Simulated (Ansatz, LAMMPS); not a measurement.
**Glassy 73SiO2-27K2O (mol %) (90 atoms): geometry optimisation**

Wanted: the relaxed structure of glassy 73SiO2-27K2O (mol %) (90 atoms) and its electronic structure.

Main program and level: Ansatz 0.2.0; Kohn-Sham DFT, PBE, PAW (set soft_2), plane waves.

## 1. The starting structure

The cell holds 90 atoms: 22 Si, 16 K and 52 O. Cell: a = 11.319 Å, b = 11.319 Å, c = 11.319 Å, α = 90.0°, β = 90.0°, γ = 90.0°. 90 atoms (22 Si, 16 K, 52 O) placed at random at 2.4 g/cm³, melted at 4000 K for 10 ps at fixed volume with the Morse and Coulomb pair potential with partial charges (Pedone, Malavasi, Menziani, Cormack and Segre, J. Phys. Chem. B 110, 11780 (2006)). Quenched from 4000 K to 300 K at 50 K/ps and fixed volume, held 10 ps at zero pressure.

Limits known from the start: The quench rate of 50 K/ps is many orders above laboratory rates, so the cell is likely richer in defects and strain than a real sample. The network of bonds at the start is that of the classical potential that made the cell. The Brillouin zone is sampled at Γ only, in a cell whose shortest periodic width is 11 Å.

## 2. Single point at the start

The forces at the start show how far the geometry lies from a minimum of this functional.

Contents of input.yaml:

```yaml
crystal:
  lattice:
    - [11.31878, 0.0, 0.0]
    - [0.0, 11.31878, 0.0]
    - [0.0, 0.0, 11.31878]
  atoms:
    - { symbol: Si, position: [0.83825, 0.66463, 0.02836] }
    - { symbol: Si, position: [0.94703, 0.23379, 0.3693] }
    - { symbol: Si, position: [0.98306, 0.90216, 0.81215] }
    - { symbol: Si, position: [0.72788, 0.12275, 0.44884] }
    [... 80 atom lines left out ...]
    - { symbol: O, position: [0.65888, 0.43285, 0.34959] }
    - { symbol: O, position: [0.9489, 0.73214, 0.10384] }
    - { symbol: O, position: [0.06136, 0.9383, 0.17599] }
    - { symbol: O, position: [0.14769, 0.71318, 0.54313] }
    - { symbol: O, position: [0.01606, 0.97829, 0.70375] }
    - { symbol: O, position: [0.7545, 0.76658, 0.99223] }
kpoints:
  mp_grid: { grid: [1, 1, 1] }
hamiltonian:
  xc: pbe
scf:
  occupations: { method: fermi_dirac, width: 0.05 }
output:
  forces: true
  stress: true
  populations: intrinsic
  dos:
    method: { smearing: { sigma: 0.1 } }
    de: 0.1
    projected: { site_lists: { K: [K], O: [O], Si: [Si] } }
  eigenvalues: true
```

Launch:

```console
ansatz run input.yaml --threads 4 --pin off --max-ram 8192MiB --backend cpu --events-out ev --progress --plain --runs-dir out
```

Wall time 19 s (4 threads of Intel Xeon 6975P-C (Granite Rapids), shared host); peak memory 1.8 GiB; 63 s of CPU time.

The run gave:

* free energy: -68186.7347 eV
* free energy per atom: -757.6304 eV/atom
* SCF cycles: 9
* pressure: 5.53 GPa
* r.m.s. force component: 1.365 eV/Å
* longest force: 5.799 eV/Å
* Fermi energy: 5.634 eV
* gap (highest filled to lowest empty level): 2.078 eV

The r.m.s. force component of 1.4 eV/Å and the pressure of 5.5 GPa set the starting point.

Length of the force by element:

| element | coordination | atoms | mean length of the force (eV/Å) | spread | least | most |
| --- | --- | --- | --- | --- | --- | --- |
| K | all | 16 | 0.756 | 0.395 | 0.377 | 1.85 |
| O | all | 52 | 2.09 | 1.03 | 0.521 | 5.24 |
| Si | all | 22 | 2.72 | 1.45 | 1.20 | 5.80 |

## 3. Relaxation

The atoms are relaxed in the fixed cell, aiming at the force tolerance of the input.

input.yaml, the sections that differ from step 2:

```yaml
output:
  forces: true
relax:
  f_tol: 0.05
  max_steps: 200
# crystal, kpoints, hamiltonian, scf: as in step 2
```

The job ended after 1.9 min (4 threads; peak memory 1.8 GiB).

Step by step:

```
step  energy less that of the first step (eV)  largest force component (eV/Å)
   1                                   0.0000                          5.0652
   2                                  -4.0920                          3.0642
   3                                  -6.4909                          0.6939
   4                                  -7.0787                          0.5319
   5                                  -7.3653                          0.3417
   6                                  -7.5038                          0.3803
   7                                  -7.5692                          0.5914
   8                                  -7.6667                          0.1809
   9                                  -7.6947                          0.1693
  10                                  -7.7123                          0.0919
  11                                  -7.6340                          0.2605
  12                                  -7.7287                          0.0416
```

Relaxation step 11 was tried and not accepted.

The atoms that moved most (Å):

| atom | dx | dy | dz | length |
| --- | --- | --- | --- | --- |
| O49 | -0.304 | 0.092 | 0.716 | 0.783 |
| K38 | -0.508 | 0.319 | -0.444 | 0.746 |
| K35 | -0.534 | -0.026 | -0.360 | 0.645 |
| O48 | -0.124 | 0.571 | -0.068 | 0.589 |
| K37 | -0.505 | 0.196 | 0.219 | 0.585 |
| O89 | 0.133 | 0.516 | 0.237 | 0.583 |
| O65 | 0.366 | -0.244 | -0.339 | 0.555 |
| K32 | 0.023 | -0.508 | -0.177 | 0.539 |

The relaxation changed the energy by -85.9 meV/atom, and atoms moved by 0.32 Å r.m.s., 0.78 Å at most.

## 4. Structure statistics after relaxation

Bonds before and after, by the cutoffs listed below:

```
pair  bonds before  bonds after  mean before (Å)  mean after (Å)  spread before (Å)  spread after (Å)
O-Si            88           88            1.618           1.645              0.059             0.045
 O-K            88           89            2.876           2.791              0.220             0.207
```

Density 2.38 g/cm³, 16.11 Å³ an atom.

g(r), total and by pair (bins of 0.2 Å):

```
r (Å)  total   O-O   O-Si   O-K  Si-Si  Si-K   K-K
 1.50   0.81  0.00   2.85  0.00   0.00  0.00  0.00
 1.70   3.84  0.00  13.61  0.00   0.00  0.00  0.00
 1.90   0.00  0.00   0.00  0.00   0.00  0.00  0.00
 2.10   0.00  0.00   0.00  0.00   0.00  0.00  0.00
 2.30   0.00  0.00   0.00  0.00   0.00  0.00  0.00
 2.50   0.73  0.91   0.00  2.04   0.00  0.00  0.00
 2.70   2.90  6.74   0.00  3.13   0.00  0.00  0.00
 2.90   0.56  0.31   0.00  1.74   1.65  0.00  0.00
 3.10   0.81  0.48   0.30  0.93   5.00  0.67  0.45
 3.30   0.74  0.55   0.51  0.32   2.27  1.81  1.68
 3.50   1.01  0.66   1.23  0.67   0.00  2.82  1.83
 3.70   1.02  0.60   1.47  0.60   0.17  2.65  1.28
 3.90   1.25  0.87   1.96  0.73   0.47  1.84  2.04
 4.10   0.98  0.76   1.58  0.49   0.99  0.78  1.60
 4.30   1.18  0.74   1.89  1.04   0.89  0.89  1.46
 4.50   1.00  0.97   0.70  1.48   1.52  0.72  0.88
 4.70   0.87  1.02   0.64  1.38   0.32  0.22  1.03
 4.90   0.99  1.29   0.61  1.27   0.69  0.55  1.13
 5.10   1.21  1.77   0.69  1.20   1.28  0.83  0.88
 5.30   1.08  1.40   0.75  0.99   1.62  0.99  0.49
 5.50   0.81  0.75   0.90  0.85   0.87  0.75  0.59
```

Bonds by pair of elements; cutoffs follow the first minimum of g(r), held within bounds set by covalent radii, and pairs that aren't listed don't count as bonded:

```csv
pair A-B,cutoff (Å),bonds,mean length (Å),spread (Å),shortest (Å),B about A,A about B
O-Si,2.12,88,1.65,0.045,1.56,1.69,4
O-K,3.33,89,2.79,0.207,2.49,1.71,5.56
```

How many atoms have how many bonded neighbours:

| element | mean | 2 | 3 | 4 | 5 | 6 | 7 | 8 |
| --- | --- | --- | --- | --- | --- | --- | --- | --- |
| K | 5.56 | 0 | 1 | 1 | 6 | 5 | 2 | 1 |
| O | 3.40 | 6 | 21 | 23 | 2 | 0 | 0 | 0 |
| Si | 4 | 0 | 0 | 22 | 0 | 0 | 0 | 0 |

Bond angles (no mean is given where the spread exceeds 20°):

| angle | count | mean (°) | spread (°) |
| --- | --- | --- | --- |
| O-K-O | 214 | - | - |
| O-Si-O | 132 | 109 | 5 |
| K-O-Si | 131 | 107 | 19 |
| K-O-K | 60 | - | - |
| Si-O-Si | 36 | 141 | 12.5 |

Oxygen atoms by the number of network formers (Si, P, Ge, B, Al, As, Ga) bound to them:

```csv
network formers bound to O,O atoms,per cent
0,0,0
1,16,30.8
2,36,69.2
```

Network units: each former by its oxygen neighbours and how many of them bridge to another former:

```
former  O neighbours  bridging O  atoms
    Si             4           2      4
    Si             4           3      8
    Si             4           4     10
```

Bond length by coordination (bonds to H left out):

```csv
element,coordination,atoms,mean bond length (Å)
K,3,1,2.6
K,4,1,2.66
K,5,6,2.76
K,6,5,2.86
K,7,2,2.79
K,8,1,2.79
O,2,6,1.64
O,3,21,2.09
O,4,23,2.36
O,5,2,2.52
```

Rings of the network by King's shortest-path rule, up to 12 atoms, one path for each pair of neighbours; H, halogens, alkali and alkaline-earth atoms are left out, and the last column divides by all other atoms, bonded or not:

| ring size (atoms) | rings | per network atom |
| --- | --- | --- |
| 6 | 2 | 0.027 |
| 8 | 3 | 0.041 |
| 10 | 5 | 0.068 |
| 12 | 6 | 0.081 |

First main peaks of g(r), for some of the pairs, lie near 2.7 Å (O-O), 1.6 Å (O-Si), 2.7 Å (O-K), 3.1 Å (Si-Si) and 3.6 Å (Si-K). By these cutoffs 38 % of K atoms have 5, 44 % of O atoms have 4 and all Si atoms have 4 bonded neighbours. 69 % of the oxygens bridge two formers (Si) and 31 % are non-bridging. The commonest Si unit has 4 oxygens, 4 of them shared with other formers (10 of 22 atoms). Rings of 12 atoms are the most common (38 % of those counted); sizes run from 6 to 12, where the search stops.

## 5. Single point at the relaxed geometry

The electronic structure is read at the final geometry, in a run of its own.

Contents of input.yaml:

```yaml
crystal:
  lattice:
    - [11.31878, 0.0, 0.0]
    - [0.0, 11.31878, 0.0]
    - [0.0, 0.0, 11.31878]
  atoms:
    - { symbol: Si, position: [0.82306, 0.69074, 0.02822] }
    - { symbol: Si, position: [0.94671, 0.2454, 0.36473] }
    - { symbol: Si, position: [0.00813, 0.92235, 0.82027] }
    - { symbol: Si, position: [0.73646, 0.13563, 0.45176] }
    [... 80 atom lines left out ...]
    - { symbol: O, position: [0.6618, 0.43849, 0.34425] }
    - { symbol: O, position: [0.94488, 0.75262, 0.09955] }
    - { symbol: O, position: [0.0758, 0.94055, 0.18404] }
    - { symbol: O, position: [0.12881, 0.6913, 0.53606] }
    - { symbol: O, position: [0.02781, 0.0239, 0.7247] }
    - { symbol: O, position: [0.73006, 0.77996, 0.97167] }
kpoints:
  mp_grid: { grid: [1, 1, 1] }
hamiltonian:
  xc: pbe
scf:
  occupations: { method: fermi_dirac, width: 0.05 }
output:
  forces: true
  stress: true
  populations: true
  dos:
    method: { smearing: { sigma: 0.15 } }
    de: 0.1
    projected: { site_lists: { K: [K], O: [O], Si: [Si] } }
  eigenvalues: true
  write_density: true
  write_potential: true
  volumetric_format: npy
```

Run time: 20 s. Hardware: 4 threads; peak memory 1.8 GiB.

The program notes that the exchange-correlation potential is rough where the density is thin.

The run gave:

* free energy: -68194.4634 eV
* free energy per atom: -757.7163 eV/atom
* SCF cycles: 9
* pressure: 1.054 GPa
* r.m.s. force component: 0.01369 eV/Å
* longest force: 0.04579 eV/Å
* Fermi energy: 5.502 eV
* gap (highest filled to lowest empty level): 2.818 eV
* spilling of the projection: 0.01103

Löwdin charges by element and coordination (they lack the spilled electrons, 0.067 e an atom on average):

| element | coordination | atoms | mean charge (e) | spread | least | most |
| --- | --- | --- | --- | --- | --- | --- |
| K | all | 16 | 0.868 | 0.009 | 0.854 | 0.885 |
| K | 3 | 1 | 0.871 | 0 | 0.871 | 0.871 |
| K | 4 | 1 | 0.865 | 0 | 0.865 | 0.865 |
| K | 5 | 6 | 0.866 | 0.0089 | 0.859 | 0.885 |
| K | 6 | 5 | 0.872 | 0.0087 | 0.858 | 0.882 |
| K | 7 | 2 | 0.862 | 0.0079 | 0.854 | 0.870 |
| K | 8 | 1 | 0.880 | 0 | 0.880 | 0.880 |
| O | all | 52 | -0.860 | 0.0778 | -1.000 | -0.78 |
| O | 2 | 6 | -0.790 | 0.0035 | -0.796 | -0.786 |
| O | 3 | 21 | -0.834 | 0.0585 | -0.982 | -0.78 |
| O | 4 | 23 | -0.891 | 0.078 | -1.000 | -0.796 |
| O | 5 | 2 | -0.993 | 0.0045 | -0.998 | -0.989 |
| Si | all | 22 | 1.67 | 0.0614 | 1.57 | 1.76 |

States in the cell by windows of 1 eV, zero at the Fermi level; the larger projections on atomic orbitals stand beside the total:

```
from (eV)  to (eV)  total   O p  Si p  O s   K p
      -18      -17    9.1   0.2   1.2  7.1   0.1
      -17      -15    0.0   0.0   0.0  0.0   0.0
      -15      -14   26.7   0.3   0.1  0.1  26.2
      -14      -13   67.0   0.9   0.2  0.3  65.5
      -13      -12    4.6   1.6   0.1  0.1   2.2
      -12      -11    9.5   6.3   0.6  0.5   0.1
      -11      -10   12.5   8.5   1.1  0.6   0.1
      -10       -9   15.5  11.3   2.4  0.5   0.1
       -9       -8   26.3  20.0   4.9  0.4   0.1
       -8       -7   15.2  11.9   2.1  0.8   0.1
       -7       -6   30.9  26.2   2.4  1.2   0.1
       -6       -5   54.4  47.7   2.9  1.7   0.2
       -5       -4   61.4  56.3   1.7  1.2   0.2
       -4       -3   33.1  30.5   1.0  0.4   0.2
       -3       -2   41.7  38.7   1.4  0.2   0.2
       -2       -1    9.1   8.7   0.1  0.0   0.0
       -1        1    0.0   0.0   0.0  0.0   0.0
        1        2    2.0   0.0   0.0  0.4   0.0
        2        3    4.0   0.3   0.2  0.3   0.0
        3        4   15.8   1.1   1.6  1.5   0.1
        4        5   33.1   2.5   7.6  2.8   0.1
```

Between -26 and -18 eV lie 95 more states.

The stored curve holds about 512 of the 544 electrons; the rest, give or take the few that broadening carries across the Fermi level, lie in deeper levels below its range.

The levels nearest the highest filled one (over half full), pooled over k-points and spins:

| level less the highest filled one (eV) | occupation |
| --- | --- |
| -0.721 | 2 |
| -0.639 | 2 |
| -0.473 | 2 |
| -0.353 | 2 |
| -0.269 | 2 |
| 0 | 2 |
| 2.82 | 0 |
| 3.90 | 0 |
| 4.35 | 0 |
| 4.44 | 0 |
| 4.52 | 0 |
| 4.67 | 0 |

Mean Löwdin charges: K +0.87, O -0.86, Si +1.67 e (they miss 1.1 % of the electrons, so they add up to more than the cell's charge).

## 6. What came out

```json
{"energy change in the relaxation": "-85.87 meV/atom", "r.m.s. displacement": "0.32 Å", "largest displacement": "0.783 Å", "free energy per atom": "-757.7163 eV/atom", "pressure": "1.054 GPa", "r.m.s. force component": "0.01369 eV/Å", "gap (highest filled to lowest empty level)": "2.818 eV", "wall time of the 3 DFT runs": "2.5 min"}
```

Relaxation lowers the energy by 85.9 meV/atom and moves atoms by 0.32 Å r.m.s.; the r.m.s. force component goes from 1.4 to 0.014 eV/Å, the pressure goes from 5.5 to 1.1 GPa, and the gap from 2.08 to 2.82 eV. By the final cutoffs 8 of 176 bonded pairs parted and 9 joined. First to last step the energy falls by 7.729 eV; the largest move, 0.78 Å, is that of O49. The O-K bonds change most in mean length: from 2.876 Å (spread 0.220) to 2.791 Å (spread 0.207), and their number from 88 to 89. With the cutoffs above, 38 % of K atoms have 5, 44 % of O atoms have 4 and all Si atoms have 4 bonded neighbours. 69 % of the oxygens bridge two formers (Si) and 31 % are non-bridging. Between filled and empty levels lie 2.82 eV (at Γ alone); a semilocal functional tends to put such gaps too low. In a disordered cell it changes from sample to sample, and tail or defect levels can set it.

Caveats: The network of bonds at the start is that of the classical potential that made the cell; in DFT 8 of its 176 bonded pairs passed out of the cutoffs and 9 came within them.

[Logs are printed without paths, hosts, clocks, repeated set-up lines and the standing remarks that a program may print on its own settings, such as how far it seeks lower states.]

[Hosts, paths, dates, database ids (printed as entryN), source tags and the programs' standing remarks are cut or masked in the printed files.]
